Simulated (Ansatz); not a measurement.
# Cu chain started as a strip of triangles: one chain at several levels of theory, part 3 of 3

Aim: how far do the period, the moment and the conductance of the Cu chain started as a strip of triangles depend on the functional, the datasets and spin-orbit coupling, and at what cost?

Ansatz 0.2.0; DFT PBE, plane waves, PAW; relaxation of a chain's period (the session's first sound run).

So far, conductance of the lead as this run defines it (G₀): 2.00 in steps 3, 5 and 7.

## (8) Relaxation of atoms and period

This step: DFT PBEsol, plane waves, PAW; relaxation of a chain's period (Ansatz 0.2.0).

The relaxation is repeated under another functional. PBEsol weakens PBE's gradient terms and usually lands between LDA and PBE.

Contents of input.yaml:

```yaml
crystal:
  lattice:
    - [9.0, 0.0, 0.0]
    - [0.0, 7.5, 0.0]
    - [0.0, 0.0, 2.58324]
  atoms:
    - { symbol: Cu, position: [0.377386667, 0.5, 0.0], spin: 0.5 }
    - { symbol: Cu, position: [0.622613333, 0.5, 0.5], spin: 0.5 }
magnetization:
  spin_polarized: true
kpoints:
  mp_grid: { grid: [1, 1, 31] }
scf:
  occupations: { method: fermi_dirac, width: 0.05 }
hamiltonian:
  xc: pbesol
relax:
  cell: { fix: [a, b, alpha, beta, gamma] }
  max_steps: 60
```

The run is started by

```console
ansatz run input.yaml --threads 4 --pin off --max-ram 8192MiB --backend cpu --events-out ev --progress --plain --runs-dir out
```

Numbers of over 12 decimals in the logs are rounded to 6 here.

The program printed:

```text
[...]
Crystal: 2 atoms, lattice volume = 174.369 Å³
Basis set: ecut = 420 eV, 3411 PW (Γ), exchange–correlation on 128×108×36 points (8 copies of the dense FFT grid, shifted against one another)
Bands: 24, of which v1, the nominal top of the filled ones, is band 19 counted from 1 (18 counted from 0)
Symmetry: 8 space group operations
[...]
0.000000      -0.111697       0.000000
        0.000000       0.000000       0.001252
  P = ⅓ Tr σ = 0.0096 GPa (0.096 kbar)
--- Relaxed structure (6 steps of the walk, 6 accepted, 1 SCFs on fresh bases) ---
[...]
cell:  # Å, volume = 157.1056 Å³
    - [9.0, 0.0, 0.0]
    - [0.0, 7.5, 0.0]
    - [0.0, 0.0, 2.327491]
  atoms:
    - { symbol: Cu, position: [0.386621, 0.5, 0.0] }
    - { symbol: Cu, position: [0.613379, 0.5, 0.5] }
[key lines of the parts left out:]
SCF converged after 8 iterations
Magnetization: -0.0000 μB (19.0000 up, 19.0000 down)
Free energy (F): -13174.203435 eV
Fermi energy:    -1.476761 eV
```

It took 15 s on 4 threads of Arm Neoverse V2, shared host; peak memory 0.5 GiB.

The steps of the relaxation:

| step | energy less that of the first step (eV) | largest force component (eV/Å) | pressure (GPa) | volume (Å³) |
| --- | --- | --- | --- | --- |
| 1 | 0.0000 | 1.0700 | -2.10 | 174.37 |
| 2 | -0.2739 | 0.5321 | -1.27 | 166.66 |
| 3 | -0.3638 | 0.4450 | 0.31 | 158.23 |
| 4 | -0.3775 | 0.0366 | -0.02 | 157.68 |
| 5 | -0.3779 | 0.0041 | 0.03 | 156.95 |
| 6 | -0.3780 | 0.0000 | 0.01 | 157.11 |
| 7* | -0.3757 | 0.0004 | 0.01 | 157.11 |

Relaxation steps marked * repeat the geometry before them on a plane-wave basis chosen anew for their cell, so energy and pressure can jump there.

Forces are held to the 8 operations that the run works with; a distortion that breaks them can't arise in this run.

| cell as run | before | after | change |
| --- | --- | --- | --- |
| c (Å) | 2.583 | 2.327 | -9.9 % |

The atoms that moved most (Å, along periodic axes as changes of fractional coordinates times the final cell, across vacuum about the mean position):

| atom | dx | dy | dz | length |
| --- | --- | --- | --- | --- |
| Cu1 | 0.083 | 0.000 | 0.000 | 0.083 |
| Cu2 | -0.083 | 0.000 | 0.000 | 0.083 |

The relaxed structure:

```cif
data_structure
_symmetry_space_group_name_H-M 'P 1'
_symmetry_Int_Tables_number 1
_cell_length_a 9.0000
_cell_length_b 7.5000
_cell_length_c 2.3275
_cell_angle_alpha 90.000
_cell_angle_beta 90.000
_cell_angle_gamma 90.000
_cell_volume 157.11
loop_
_atom_site_label
_atom_site_type_symbol
_atom_site_fract_x
_atom_site_fract_y
_atom_site_fract_z
_atom_site_occupancy
Cu1 Cu 0.38662 0.50000 0.00000 1
Cu2 Cu 0.61338 0.50000 0.50000 1
```

The cell's length comes to 2.327 Å, -1.9 % against the first run, with no moment.

## (9) The perfect wire, level PBEsol, cutoff 420 eV

This step: DFT PBEsol, plane waves, PAW; channels and complex bands of a perfect chain (Ansatz 0.2.0).

The channels are counted again under PBEsol, at the period that it gave.

Contents of input.yaml:

```yaml
crystal:
  lattice:
    - [9.0, 0.0, 0.0]
    - [0.0, 7.5, 0.0]
    - [0.0, 0.0, 2.3274906636]
  atoms:
    - { symbol: Cu, position: [0.386620792, 0.5, 0.0] }
    - { symbol: Cu, position: [0.613379208, 0.5, 0.5] }
kpoints:
  mp_grid: { grid: [1, 1, 35] }
  band_path: { path: ["Γ", Z], npoints: 60 }
scf:
  occupations: { method: fermi_dirac, width: 0.05 }
hamiltonian:
  xc: pbesol
output:
  transmission:
    e_range: [-2, 2]
    de: 0.035
    kmesh: [1, 1]
    reduced_basis: true
    leads: [[0, 0]]
  dos: { projected: true, e_range: [-6, 4] }
```

The program printed:

```text
[...]
Crystal: 2 atoms, lattice volume = 157.106 Å³
Basis set: ecut = 420 eV, 3033 PW (Γ)
Bands: 23, of which v1, the nominal top of the filled ones, is band 19 counted from 1 (18 counted from 0)
Symmetry: 8 space group operations
[...]
k-points: 18 of 35
[...]
k-point 17: bands = [... 15 lower, -2.7545, -2.4869, -2.4550, 1.0085, 1.6258, 5.1417, 5.6163, 7.1230]
--- Transmission ---
  basis      : 595 plane waves across, 3 finite elements along
  points     : 1, standing for a mesh of 1 x 1
[...]
crystal 0  : Cu2, at the sites [0, 0], period 2.3275 Å: whole cells are its period
[...]
filled         : 29.7 meV under the level at which it is neutral
    channels       : 2.000000e0 a spin
[...]
[key lines of the parts left out:]
SCF converged after 8 iterations
Free energy (F): -13174.203807 eV
Fermi energy:    -1.529398 eV
```

The job ended after 24 s (4 threads; peak memory 0.72 GiB).

Table of open channels of the lead, one spin by energy, zero at the Fermi level:

| energy (eV) | open channels of the lead, one spin |
| --- | --- |
| -2.000 | 4 |
| -1.790 | 5 |
| -1.615 | 5 |
| -1.405 | 6 |
| -1.195 | 6 |
| -0.985 | 6 |
| -0.810 | 3 |
| -0.600 | 1 |
| -0.390 | 2 |
| -0.215 | 2 |
| -0.005 | 2 |
| 0.205 | 2 |
| 0.415 | 2 |
| 0.590 | 2 |
| 0.800 | 2 |
| 1.010 | 2 |
| 1.185 | 2 |
| 1.395 | 2 |
| 1.605 | 2 |
| 1.815 | 3 |

At the computed energy nearest the Fermi level there are 2 channels a spin, and the thermal average gives 2.00 G₀.

## (10) The series together

Times are for 4 threads of Arm Neoverse V2, shared host. Results by setting:

| no. | level | conductance of the lead as this run defines it (G₀) | time | memory (GiB) |
| --- | --- | --- | --- | --- |
| 1 | PBE | 2.000 | 23 s | 0.72 |
| 2 | LDA | 2.000 | 23 s | 0.71 |
| 3 | r2SCAN | 2.000 | 20 s | 0.97 |
| 4 | PBEsol | 2.000 | 24 s | 0.72 |

## (11) Relaxing the period, cutoff 1350 eV

This step: DFT PBE, plane waves, PAW (JTH); relaxation of a chain's period (Ansatz 0.2.0).

The same functional on other atomic datasets tests how far the result hangs on the treatment of the cores. Against the first PBE run of this kind, the cutoff is 1350 eV against 420.

Contents of input.yaml:

```yaml
crystal:
  lattice:
    - [9.0, 0.0, 0.0]
    - [0.0, 7.5, 0.0]
    - [0.0, 0.0, 2.58324]
  atoms:
    - { symbol: Cu, position: [0.377386667, 0.5, 0.0], spin: 0.5 }
    - { symbol: Cu, position: [0.622613333, 0.5, 0.5], spin: 0.5 }
magnetization:
  spin_polarized: true
kpoints:
  mp_grid: { grid: [1, 1, 31] }
scf:
  occupations: { method: fermi_dirac, width: 0.05 }
hamiltonian:
  xc: pbe
  pseudopotentials: { kind: paw, source: jth }
relax:
  cell: { fix: [a, b, alpha, beta, gamma] }
  max_steps: 60
```

The program printed:

```text
[...]
0.000000       0.000000      -0.002386
  P = ⅓ Tr σ = 0.0059 GPa (0.059 kbar)
--- Relaxed structure (5 steps of the walk, 5 accepted, 1 SCFs on fresh bases) ---
[...]
cell:  # Å, volume = 160.2546 Å³
    - [9.0, 0.0, 0.0]
    - [0.0, 7.5, 0.0]
    - [0.0, 0.0, 2.374142]
  atoms:
    - { symbol: Cu, position: [0.384510, 0.5, 0.0] }
    - { symbol: Cu, position: [0.615490, 0.5, 0.500000] }
[key lines of the parts left out:]
SCF converged after 6 iterations
Magnetization: -0.0000 μB (19.0000 up, 19.0000 down)
Free energy (F): -13246.122404 eV
Fermi energy:    -0.992086 eV
```

Elapsed: 53 s, on 4 threads; peak memory 1.4 GiB; 3.5 min of CPU time.

The cell's length comes to 2.374 Å, +0.1 % against the first run, with no moment.

## (12) Relaxing the period

This step: DFT PBE, plane waves, PAW; relaxation of a chain's period (Ansatz 0.2.0).

No moment formed, so a run without spin should agree; this checks it and saves time.

input.yaml, the sections that differ from step 11:

```yaml
crystal:
  lattice:
    - [9.0, 0.0, 0.0]
    - [0.0, 7.5, 0.0]
    - [0.0, 0.0, 2.58324]
  atoms:
    - { symbol: Cu, position: [0.377386667, 0.5, 0.0] }
    - { symbol: Cu, position: [0.622613333, 0.5, 0.5] }
hamiltonian:
  xc: pbe
# kpoints, scf, relax: as in step 11
# magnetization: removed
```

The program printed:

```text
[...]
Crystal: 2 atoms, lattice volume = 174.369 Å³
Basis set: ecut = 420 eV, 3411 PW (Γ), exchange–correlation on 128×108×36 points (8 copies of the dense FFT grid, shifted against one another)
Bands: 23, of which v1, the nominal top of the filled ones, is band 19 counted from 1 (18 counted from 0)
Symmetry: 8 space group operations
[...]
k-points: 16 of 31
[...]
-0.000000      -0.124210       0.000000
        0.000000       0.000000       0.012952
  P = ⅓ Tr σ = 0.0110 GPa (0.110 kbar)
--- Relaxed structure (5 steps of the walk, 5 accepted, 1 SCFs on fresh bases) ---
[...]
cell:  # Å, volume = 160.1340 Å³
    - [9.0, 0.0, 0.0]
    - [0.0, 7.5, 0.0]
    - [0.0, 0.0, 2.372355]
  atoms:
    - { symbol: Cu, position: [0.384467, 0.500000, 0.0] }
    - { symbol: Cu, position: [0.615533, 0.500000, 0.5] }
[key lines of the parts left out:]
SCF converged after 8 iterations
Free energy (F): -13247.575231 eV
Fermi energy:    -1.441360 eV
```

Wall time 5.3 s (4 threads); peak memory 0.46 GiB.

The cell's length comes to 2.372 Å, +0.0 % against the first run, with spin left out.

## (13) Side by side

Times are for 4 threads of Arm Neoverse V2, shared host. Results by setting:

| no. | level | cell length along the wire (Å) | time | memory (GiB) |
| --- | --- | --- | --- | --- |
| 1 | PBE | 2.372 | 12 s | 0.49 |
| 2 | LDA | 2.288 | 15 s | 0.47 |
| 3 | r2SCAN | 2.333 | 48 s | 0.9 |
| 4 | PBEsol | 2.327 | 15 s | 0.5 |
| 5 | PBE, JTH files | 2.374 | 53 s | 1.4 |
| 6 | PBE, no spin | 2.372 | 5.3 s | 0.46 |

## (14) With spin-orbit coupling

This step: DFT PBE, plane waves, fully relativistic PAW; channels of a perfect chain with spin-orbit coupling (Ansatz 0.2.0).

Spin-orbit coupling mixes the spins and splits bands that cross or touch without it, so it can open or close channels. Fully relativistic datasets take the place of the scalar ones. The window is narrow, since spinor matrices are twice as large.

Contents of input.yaml:

```yaml
crystal:
  lattice:
    - [9.0, 0.0, 0.0]
    - [0.0, 7.5, 0.0]
    - [0.0, 0.0, 2.3723524564]
  atoms:
    - { symbol: Cu, position: [0.384466057, 0.5, 0.0] }
    - { symbol: Cu, position: [0.615533943, 0.5, 0.5] }
kpoints:
  mp_grid: { grid: [1, 1, 34] }
  band_path: { path: ["Γ", Z], npoints: 60 }
scf:
  occupations: { method: fermi_dirac, width: 0.05 }
hamiltonian:
  xc: pbe
  pseudopotentials: { kind: paw_fr }
output:
  transmission:
    e_range: [-0.42, 0.42]
    de: 0.035
    kmesh: [1, 1]
    reduced_basis: false
    leads: [[0, 0]]
magnetization:
  noncollinear: true
  spin_orbit: true
```

The program printed:

```text
[...]
non-collinear run that drives no moment, with spin-orbit: no starting moment large enough to seed its density (crystal.atoms[].spin), no starting occupations that ask for one, no magnetisation constraint and no magnetic field, so the semilocal B_xc is pinned to zero
Crystal: 2 atoms, lattice volume = 160.134 Å³
Basis set: ecut = 420 eV, 3085 PW (Γ)
Bands: 46, of which v1, the nominal top of the filled ones, is band 38 counted from 1 (37 counted from 0)
Symmetry: 8 space group operations + 8 with time reversal
[...]
k-points: 18 of 34
Projection manifold: j_resolved (fully-relativistic pseudo-atomic orbitals)
[...]
SCF iter   1: F=—  HF=-13249.097983 eV  |F-HF|=—  |Δ(HF+E_count)|=         —  Δρ=6.68e-2  dr2=4.50e0  dr2_m=0.00e0 (ungated)  ethr=3.10e-3  |M|=0.00e0 ∫|m|=0.00e0 μB  |m|>n=0.0e0 m-floor=0.0e0 τ_xc=0.0e0  β_m=1.00  ⟨swp⟩=10.1  Hψ=2314  notcnv=0  defer=12
[...]
spin=Noncollinear: LDOS preconditioning applied to the charge; magnetization (m_x, m_y, m_z) channels mix plain (no charge-response kernel on spin).
SCF iter   2: F=—  HF=-13250.974377 eV  |F-HF|=—  |Δ(HF+E_count)|=    1.88e0  Δρ=9.82e-2  dr2=8.69e0  dr2_m=0.00e0 (ungated)  ethr=3.10e-3  |M|=0.00e0 ∫|m|=0.00e0 μB  |m|>n=0.0e0 m-floor=0.0e0 τ_xc=0.0e0  β_m=0.59  ⟨swp⟩=3.7  Hψ=1148  notcnv=0  defer=40  recentre
[...]
SCF iter   9: F=-13248.306096 eV  HF=-13248.306096 eV  |F-HF|=1.50e-9  |Δ(HF+E_count)|=   4.41e-8  Δρ=1.99e-6  dr2=3.93e-9  dr2_m=0.00e0 (ungated)  ethr=2.63e-10  |M|=0.00e0 ∫|m|=0.00e0 μB  |m|>n=0.0e0 m-floor=0.0e0 τ_xc=0.0e0  ⟨swp⟩=10.9  Hψ=1363  notcnv=0
SCF 1 converged in 9 iterations: F = -13248.306096 eV  dr2 = 3.93e-9
[...]
transmission: 3 of 3 steps passed
SCF converged after 9 iterations
Magnetization: |M| = 0.0000 μB,  M = (+0.0000, +0.0000, +0.0000) μB
Absolute magnetization: 0.0000 μB (∫|m|)
  site 0: m = (+0.0000, +0.0000, +0.0000) μB, |m| = 0.0000 μB  (R = 0.98 Å)
  site 1: m = (+0.0000, +0.0000, +0.0000) μB, |m| = 0.0000 μB  (R = 0.98 Å)
Free energy (F): -13248.306096 eV
[...]
Internal energy: -13248.297197 eV  (E = F + TS)
E sigma→0 (E₀):  -13248.301646 eV
Entropy (-TS):   -0.008900 eV (-4.450 meV/atom)
Fermi energy:    -1.456557 eV
[...]
--- Band table (eV; the first three rows and the last of 18) ---
  k-point 0: bands = [... 34 lower, -2.2984, -2.2984, -2.1683, -2.1683, -1.8890, -1.8890, 0.1671, 0.1671, ... 4 higher]
  k-point 1: bands = [... 34 lower, -2.3189, -2.3189, -2.1875, -2.1875, -1.8615, -1.8615, 0.2053, 0.2053, ... 4 higher]
  k-point 2: bands = [... 34 lower, -2.3760, -2.3760, -2.2426, -2.2426, -1.7814, -1.7814, 0.3168, 0.3168, ... 4 higher]
  k-point 17: bands = [... 34 lower, -2.4324, -2.4324, 1.2554, 1.2554, 1.2554, 1.2554, 5.0655, 5.0655, ... 4 higher]
--- Transmission ---
  basis      : 595 plane waves across, 3 finite elements along
  points     : 1, standing for a mesh of 1 x 1
[...]
crystal 0  : Cu2, at the sites [0, 0], period 2.3724 Å: whole cells are its period
[...]
filled         : 19.2 meV over the level at which it is neutral
    channels       : 4.000000e0 of both spins
[...]
```

Wall time 5.8 min (4 threads); peak memory 4.1 GiB.

This step gave:

```yaml
energy_at_zero_smearing: -13248.3016 eV
channels_at_the_energy_nearest_the_fermi_level_both_spins: 4
```

The open channels of the lead, both spins stays at 4 for energy from -0.42 to 0.42 eV.

The slowest values at each energy, most degenerate partners merged, listed up to 1.5 1/Å. Table of Im kz of the slowest decaying states by energy, zero at the Fermi level:

| energy (eV) | decay 1 (Å⁻¹) | decay 2 (Å⁻¹) | decay 3 (Å⁻¹) | decay 4 (Å⁻¹) |
| --- | --- | --- | --- | --- |
| -0.420 | 0.248 | 0.297 | 0.489 | 0.498 |
| -0.350 | 0.271 | 0.311 | 0.516 | 0.517 |
| -0.315 | 0.281 | 0.318 | 0.525 | 0.529 |
| -0.245 | 0.297 | 0.329 | 0.541 | 0.553 |
| -0.175 | 0.311 | 0.338 | 0.556 | 0.575 |
| -0.105 | 0.322 | 0.345 | 0.569 | 0.597 |
| -0.070 | 0.327 | 0.348 | 0.576 | 0.607 |
| 0.000 | 0.335 | 0.352 | 0.587 | 0.626 |
| 0.070 | 0.342 | 0.355 | 0.598 | 0.645 |
| 0.105 | 0.345 | 0.356 | 0.603 | 0.654 |
| 0.175 | 0.350 | 0.358 | 0.612 | 0.672 |
| 0.245 | 0.355 | 0.357 | 0.621 | 0.689 |
| 0.315 | 0.356 | 0.629 | 0.705 | 1.01 |
| 0.350 | 0.356 | 0.632 | 0.713 | 1.00 |
| 0.420 | 0.355 | 0.639 | 0.729 | 0.995 |

The electronic bands at the labelled points (eV, zero at the Fermi level):

| point | band 33 | band 34 | band 35 | band 36 | band 37 | band 38 | band 39 | band 40 |
| --- | --- | --- | --- | --- | --- | --- | --- | --- |
| Γ | -1.01 | -1.01 | -0.84 | -0.84 | -0.71 | -0.71 | -0.43 | -0.43 |
| halfway | -1.23 | -1.23 | -1.22 | -1.22 | -1.11 | -1.11 | 1.07 | 1.07 |
| Z | -0.98 | -0.98 | -0.98 | -0.98 | 2.71 | 2.71 | 2.71 | 2.71 |

At the computed energy nearest the Fermi level there are 4 spinor channels, and the thermal average gives 2.00 G₀.

## (15) A varied input

This step: DFT PBEsol, plane waves, PAW; channels and complex bands of a perfect chain; changed: hamiltonian.pseudopotentials = {"kind": "paw_fr"}, magnetization = {"noncollinear": true, "spin_orbit": true}, hamiltonian.xc = "pbesol" (Ansatz 0.2.0).

The atoms of the run on the perfect lead (PBE) are kept and the input is varied, to see whether the result depends on it. The ELF is not written this time.

input.yaml, the sections that differ from step 14:

```yaml
hamiltonian:
  xc: pbesol
  pseudopotentials: { kind: paw_fr }
output:
  transmission:
    e_range: [-2, 2]
    de: 0.035
    kmesh: [1, 1]
    reduced_basis: true
    leads: [[0, 0]]
  dos: { projected: true, e_range: [-6, 4] }
  write_potential: true
  write_density: true
  volumetric_format: npy
# crystal, kpoints, scf, magnetization: as in step 14
```

The program printed:

```text
Error: inconsistent input (output.transmission.reduced_basis, magnetization.noncollinear): a run with two-component spinors is solved on all plane waves alone: leave reduced_basis out
```

It took 0.15 s on 4 threads; peak memory 0.09 GiB.

The input was rejected at the start.

The program's message: “Error: inconsistent input (output.transmission.reduced_basis, magnetization.noncollinear): a run with two-component spinors is solved on all plane waves alone: leave reduced_basis out”

## (16) Results

```json
{
  "cell length, PBE": "2.372 Å",
  "cell length, LDA": "2.288 Å",
  "cell length, r2SCAN": "2.333 Å",
  "cell length, PBEsol": "2.327 Å",
  "cell length, PBE, JTH files": "2.374 Å",
  "cell length, PBE, no spin": "2.372 Å",
  "conductance, PBE": "2.00 G₀",
  "conductance, LDA": "2.00 G₀",
  "conductance, r2SCAN": "2.00 G₀",
  "conductance, PBEsol": "2.00 G₀",
  "conductance, with spin-orbit coupling": "2.00 G₀"
}
```

**Reading.** Under PBE the cell's length is 2.37 Å, no moment survives, and it is a metal with 2 channels a spin next to the Fermi level, 2.00 G₀ at 300 K. The cell's length spans 3.7 % over the functionals, shortest under LDA and longest under PBE. A perfect wire passes every open channel, so the conductance counts half a G₀ for each forward-moving state at the Fermi level, spin by spin. At the relaxed period it forms two rows 2.08 Å apart, with 2.39 Å between atoms of unlike rows and 2.37 Å along a row: a strip of triangles. Transport is coherent and elastic here: the atoms are frozen, so scattering by vibrations plays no part.

[Logs are printed without paths, hosts, clocks, repeated set-up lines and the standing remarks that a program may print on its own settings, such as how far it seeks lower states.]

[Hosts, paths, dates, database ids (printed as entryN), source tags and the programs' standing remarks are cut or masked in the printed files.]
